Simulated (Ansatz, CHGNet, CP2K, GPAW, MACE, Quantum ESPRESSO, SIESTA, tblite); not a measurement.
# Random packing of 70AlN-30Al2O3 (mol %) (78 atoms) in CP2K, part 2 of 2

How do the settings of CP2K change the result for random packing of 70AlN-30Al2O3 (mol %) (78 atoms)? A plane-wave run serves as the yardstick.

Program: CP2K 2026.2; the method stands at each step. Banners, paths, timers and routine set-up lines are dropped from the logs unmarked, and long logs keep their key lines alone; longer cuts are marked.

So far. Step 2 (PBE, DZVP-MOLOPT-SR, 600/50 Ry, diagonalisation): Forces lie 2.8 % from the reference's, at 0.58 times its CPU time (on 4 against 2 cores). Step 3 (PBE, SZV-MOLOPT-SR, 600/50 Ry, diagonalisation): Against the first run (2.8 %), the force difference from the reference is 34 %, at 0.57 times the CPU time (on 2 against 4 cores), with 312 basis functions against 1014: the smaller basis costs accuracy.

### 4. PBE, DZVP-MOLOPT-SR, 840/50 Ry, diagonalisation

Method: Kohn-Sham DFT, PBE, GTH-PBE pseudopotentials, Gaussian and plane waves, DZVP-MOLOPT-SR-GTH, diagonalisation.

The input, input.inp:

```
&GLOBAL
  PROJECT cell
  RUN_TYPE ENERGY_FORCE
  PRINT_LEVEL LOW
&END GLOBAL
&FORCE_EVAL
  METHOD QS
  STRESS_TENSOR ANALYTICAL
  &DFT
    BASIS_SET_FILE_NAME BASIS_MOLOPT
    POTENTIAL_FILE_NAME GTH_POTENTIALS
    &MGRID
      CUTOFF 840
      REL_CUTOFF 50
      NGRIDS 5
    &END MGRID
    &QS
      EPS_DEFAULT 1.0E-12
    &END QS
    &SCF
      SCF_GUESS ATOMIC
      EPS_SCF 1.0E-06
      MAX_SCF 200
      ADDED_MOS 14
      &DIAGONALIZATION
        ALGORITHM STANDARD
      &END DIAGONALIZATION
      &SMEAR ON
        METHOD FERMI_DIRAC
        ELECTRONIC_TEMPERATURE [K] 580
      &END SMEAR
      &MIXING
        METHOD BROYDEN_MIXING
        ALPHA 0.3
        NBROYDEN 8
      &END MIXING
      &PRINT
        &RESTART OFF
        &END RESTART
      &END PRINT
    &END SCF
    &XC
      &XC_FUNCTIONAL PBE
      &END XC_FUNCTIONAL
    &END XC
    &PRINT
      &MULLIKEN ON
      &END MULLIKEN
      &HIRSHFELD ON
        SHAPE_FUNCTION DENSITY
      &END HIRSHFELD
      &MO ON
        EIGENVALUES T
        OCCUPATION_NUMBERS T
        MO_INDEX_RANGE 161 184
        &EACH
          QS_SCF 0
        &END EACH
        ADD_LAST NUMERIC
      &END MO
    &END PRINT
  &END DFT
  &SUBSYS
    &CELL
      A 9.32240 0.00000 0.00000
      B 0.00000 9.32240 0.00000
      C 0.00000 0.00000 9.32240
    &END CELL
    &COORD
[... 78 atom lines left out: the same atoms as in the first run ...]
    &END COORD
    &KIND Al
      BASIS_SET DZVP-MOLOPT-SR-GTH-q3
      POTENTIAL GTH-PBE-q3
    &END KIND
    &KIND N
      BASIS_SET DZVP-MOLOPT-SR-GTH-q5
      POTENTIAL GTH-PBE-q5
    &END KIND
    &KIND O
      BASIS_SET DZVP-MOLOPT-SR-GTH-q6
      POTENTIAL GTH-PBE-q6
    &END KIND
  &END SUBSYS
  &PRINT
    &FORCES ON
    &END FORCES
    &STRESS_TENSOR ON
    &END STRESS_TENSOR
  &END PRINT
&END FORCE_EVAL
```

Started as:

```bash
$ OMP_NUM_THREADS=1 mpirun -np 4 cp2k.psmp -i input.inp > output.txt
```

Numbers of over 12 decimals in the logs are rounded to 6 here.

The log of the run:

```text
CP2K| version string:                                       CP2K version 2026.2
 CP2K| Input file name                                                 input.inp
 GLOBAL| Basis set file name                                        BASIS_MOLOPT
 GLOBAL| Potential file name                                      GTH_POTENTIALS
 GLOBAL| Run type                                                   ENERGY_FORCE
 GLOBAL| Total number of message passing processes                             4
 GLOBAL| Number of threads for this process                                    1
[... lines left out ...]
                        Smear method:                                FERMI_DIRAC
[... lines left out ...]
 Number of electrons:                                                        344
[... lines left out ...]
  Step     Update method      Time    Convergence         Total energy    Change
[... lines left out ...]
  *** SCF run converged in    37 steps ***
[... lines left out ...]
  Fermi energy:                                                 0.262988
  Total energy:                                              -644.976435
  Total energy (extrapolated to T->0):                       -644.972144
[... lines left out ...]
 MO| E(Fermi):            0.262988 a.u.          7.156264 eV
[... lines left out ...]
     78       O      3       6.000          6.230                        -0.230
  Total Charge                                                           -0.000
 !-----------------------------------------------------------------------------!
 ENERGY| Total FORCE_EVAL ( QS ) energy [hartree]           -644.976437
 FORCES| Atomic forces [hartree/bohr]
 FORCES|   Atom     x               y               z               |f|
 FORCES|      1 -4.68548504E-03  7.64491479E-02  4.03295032E-02   8.65615088E-02
 FORCES|      2 -5.53175244E-03 -4.66129921E-02 -3.62403049E-02   5.93020321E-02
 FORCES|      3  2.76350164E-02  1.46745836E-02 -6.33199300E-02   7.06289676E-02
[...]
FORCES|     77  4.27863181E-02 -7.13925830E-03 -1.67624376E-02   4.65039498E-02
 FORCES|     78 -4.69274672E-02  2.95644343E-02  3.59845121E-02   6.61145072E-02
 FORCES| Sum    -3.50116128E-05  1.22491278E-04  6.52891541E-05
 FORCES| Total atomic force                                       1.43152366E-04
 STRESS| Analytical stress tensor [bar]
 STRESS|                        x                   y                   z
 STRESS|      x        7.41985390812E+04   5.81861010890E+03  -1.38436062816E+04
 STRESS|      y        5.81861010890E+03   1.10361713885E+05   6.55778619163E+03
 STRESS|      z       -1.38436062816E+04   6.55778619163E+03   1.24644697772E+05
 STRESS| 1/3 Trace                                             1.03068316913E+05
```

Wall time 4.5 min (4 MPI ranks of Intel Xeon at 2.30GHz, shared host); peak memory 5.3 GiB.

Compared with the plane-wave run:

```yaml
r_m_s_force_component: 2.013 eV/Å
r_m_s_difference_of_force_components: 53.06 meV/Å
longest_difference_of_force_vectors: 243.8 meV/Å
force_difference_over_r_m_s_force: 2.621 %
slope_of_forces_against_the_reference_s: 0.9943
correlation_of_force_components: 0.9997
pressure: 10.31 GPa
pressure_difference: -0.3125 GPa
energy_less_the_same_level_run_s: 0.0184 meV/atom
r_m_s_force_difference_from_the_same_level_run: 19.78 meV/Å
```

Against the first run (2.8 %), the force difference from the reference is 2.6 %, at 1.3 times the CPU time.

### 5. PBE, DZVP-MOLOPT-SR, 300/50 Ry, diagonalisation

Method: Kohn-Sham DFT, PBE, GTH-PBE pseudopotentials, Gaussian and plane waves, DZVP-MOLOPT-SR-GTH, diagonalisation.

Edit input.inp of step 4 so:

```diff
@@ -12,5 +12,4 @@
     &MGRID
-      CUTOFF 840
+      CUTOFF 300
       REL_CUTOFF 50
-      NGRIDS 5
     &END MGRID
@@ -68,5 +67,6 @@
     &END CELL
-    &COORD
-[... 78 atom lines left out: the same atoms as in the first run ...]
-    &END COORD
+    &TOPOLOGY
+      COORD_FILE_NAME structure.xyz
+      COORD_FILE_FORMAT XYZ
+    &END TOPOLOGY
     &KIND Al
```

The input, structure.xyz:

```xyz
78

[... 78 atom lines left out: the same atoms as in the first run ...]
```

Started as:

```bash
$ OMP_NUM_THREADS=2 cp2k.psmp -i input.inp > output.txt
```

The log of the run:

```text
CP2K| version string:                                       CP2K version 2026.2
 CP2K| Input file name                                                 input.inp
 GLOBAL| Basis set file name                                        BASIS_MOLOPT
 GLOBAL| Potential file name                                      GTH_POTENTIALS
[... lines left out ...]
 Number of electrons:                                                        344
[... lines left out ...]
  Step     Update method      Time    Convergence         Total energy    Change
[... lines left out ...]
  *** SCF run converged in    37 steps ***
[... lines left out ...]
  Fermi energy:                                                 0.262988
  Total energy:                                              -644.978205
  Total energy (extrapolated to T->0):                       -644.973914
[... lines left out ...]
 MO| E(Fermi):            0.262988 a.u.          7.156276 eV
[... lines left out ...]
 ENERGY| Total FORCE_EVAL ( QS ) energy [hartree]           -644.978207
[... lines left out ...]
 FORCES|      1 -4.69582278E-03  7.64536228E-02  4.03468613E-02   8.65741093E-02
 FORCES|      2 -5.53579355E-03 -4.66177564E-02 -3.62483305E-02   5.93110588E-02
 FORCES|      3  2.76248178E-02  1.46577500E-02 -6.33186776E-02   7.06203591E-02
[...]
FORCES|     77  4.21449186E-02 -1.03747131E-02 -1.66866238E-02   4.65002393E-02
 FORCES|     78 -4.71821010E-02  2.99534316E-02  3.73405570E-02   6.72136587E-02
 FORCES| Sum    -2.19673848E-02  3.93149740E-03  8.25426281E-03
 FORCES| Total atomic force                                       2.37940228E-02
 STRESS| Analytical stress tensor [bar]
 STRESS|                        x                   y                   z
 STRESS|      x        7.47949914847E+04   5.82386355462E+03  -1.38134904926E+04
 STRESS|      y        5.82386355462E+03   1.11003392690E+05   6.57699675314E+03
 STRESS|      z       -1.38134904926E+04   6.57699675314E+03   1.25132386648E+05
 STRESS| 1/3 Trace                                             1.03643590274E+05
```

Wall time 5.4 min (2 threads); peak memory 0.98 GiB; 10 min of CPU time.

Compared with the plane-wave run:

```yaml
r_m_s_force_component: 2.007 eV/Å
r_m_s_difference_of_force_components: 72.1 meV/Å
longest_difference_of_force_vectors: 256.3 meV/Å
force_difference_over_r_m_s_force: 3.562 %
slope_of_forces_against_the_reference_s: 0.9907
correlation_of_force_components: 0.9994
pressure: 10.36 GPa
pressure_difference: -0.2549 GPa
energy_less_the_same_level_run_s: -0.5992 meV/atom
r_m_s_force_difference_from_the_same_level_run: 54.46 meV/Å
```

This is a coarse setting, run to see what it loses.

Against the first run (2.8 %), the force difference from the reference is 3.6 %, at 0.72 times the CPU time (on 2 against 4 cores): the grid matters here.

The forces add up to 1.2 eV/Å instead of zero, usually a sign of too coarse a grid.

### 6. All runs compared

Differences are against the plane-wave reference, forces as r.m.s. over components; share is that over the reference's r.m.s. force, slope the least-squares factor from reference forces to these. Total energies of different programs have different zeros and aren't compared.

```
                                                          run  Δ force, r.m.s. (meV/Å)  share (%)  slope  Δ pressure (GPa)  cores  CPU time  memory (GiB)
                                                    reference                        -          -      -                 -      2    25 min           2.8
         CP2K PBE, DZVP-MOLOPT-SR, 600/50 Ry, diagonalisation                     56.5       2.79  0.995            -0.312      4    14 min           3.4
 CP2K PBE, SZV-MOLOPT-SR, 600/50 Ry, diagonalisation (coarse)                      687       33.9  0.931              22.1      2   8.1 min           2.2
         CP2K PBE, DZVP-MOLOPT-SR, 840/50 Ry, diagonalisation                     53.1       2.62  0.994            -0.312      4    18 min           5.3
CP2K PBE, DZVP-MOLOPT-SR, 300/50 Ry, diagonalisation (coarse)                     72.1       3.56  0.991            -0.255      2    10 min          0.98
```

Rows marked coarse were listed beforehand as settings not expected to be converged; some can still land near the reference.

CPU time is summed over cores on a shared host, where runs went side by side, so it is rough. Symmetry, cutoffs, thresholds, outputs and thread counts weren't matched or tuned between programs; memory under MPI is the largest rank's times the ranks.

Mean charges by element (e), by run and scheme:

```
                                                 run     scheme     Al      N      O
CP2K PBE, DZVP-MOLOPT-SR, 600/50 Ry, diagonalisation   Mulliken  +0.54  -0.44  -0.45
CP2K PBE, DZVP-MOLOPT-SR, 600/50 Ry, diagonalisation  Hirshfeld  +0.28  -0.24  -0.23
CP2K PBE, DZVP-MOLOPT-SR, 840/50 Ry, diagonalisation   Mulliken  +0.54  -0.44  -0.45
CP2K PBE, DZVP-MOLOPT-SR, 840/50 Ry, diagonalisation  Hirshfeld  +0.28  -0.24  -0.23
```

Within one program, basis, potentials and functional, energies share a zero. Each run against its twin at the usual cutoff or grid and solver:

```
                                                 run                                        twin  Δ energy (meV/atom)  Δ force, r.m.s. (meV/Å)         CPU time over the twin's
CP2K PBE, DZVP-MOLOPT-SR, 840/50 Ry, diagonalisation  DZVP-MOLOPT-SR, 600/50 Ry, diagonalisation               0.0184                     19.8                              1.3
CP2K PBE, DZVP-MOLOPT-SR, 300/50 Ry, diagonalisation  DZVP-MOLOPT-SR, 600/50 Ry, diagonalisation               -0.599                     54.5  0.72 (this twin ran on 4 cores)
```

Further runs of this program without a result: CP2K GFN1-xTB, diagonalisation (not converged).

### 7. Summary of results

- nearest in forces: CP2K PBE, DZVP-MOLOPT-SR, 840/50 Ry, diagonalisation, 2.6 %
- its CPU time: 18 min

The PBE runs in local orbitals, coarse settings apart, differ by 2.6 % (CP2K PBE, DZVP-MOLOPT-SR, 840/50 Ry, diagonalisation) to 2.8 % (CP2K PBE, DZVP-MOLOPT-SR, 600/50 Ry, diagonalisation); basis, grid and potentials can all enter. Runs with settings chosen to be coarse differ by 3.6 % (CP2K PBE, DZVP-MOLOPT-SR, 300/50 Ry, diagonalisation) to 34 % (CP2K PBE, SZV-MOLOPT-SR, 600/50 Ry, diagonalisation), their programs' other errors included. Of the electronic-structure runs that take under half the reference's CPU time, CP2K PBE, DZVP-MOLOPT-SR, 300/50 Ry, diagonalisation comes nearest, at 3.6 % in 10 min against 25 min. In pressure, CP2K PBE, SZV-MOLOPT-SR, 600/50 Ry, diagonalisation misses by +22.1 GPa, at the same functional. Charges hang on scheme and program or settings: among these rows the mean for Al runs from +0.28 to +0.54 e. The reference's pressure holds the uncorrected Pulay stress of its 60 Ry basis, so small pressure differences, and their order, may be the reference's own error. The reference's stress is far from hydrostatic: its diagonal is 7.8, 11.3, 12.7 GPa, compression counted positive. The reference's pressure of 11 GPa belongs to a cell and atoms that aren't relaxed at this level. The electronic-structure runs sample only Γ, in a cell whose shortest periodic width is 9 Å, which is coarse for a cell with partly filled levels.

[Also dropped from logs without a mark: logging warnings of Python, and SIESTA's first energy breakdown and zero terms.]

[Logs are printed without paths, hosts, clocks, repeated set-up lines and the standing remarks that a program may print on its own settings, such as how far it seeks lower states.]

[Hosts, paths, dates, database ids (printed as entryN), source tags and the programs' standing remarks are cut or masked in the printed files.]
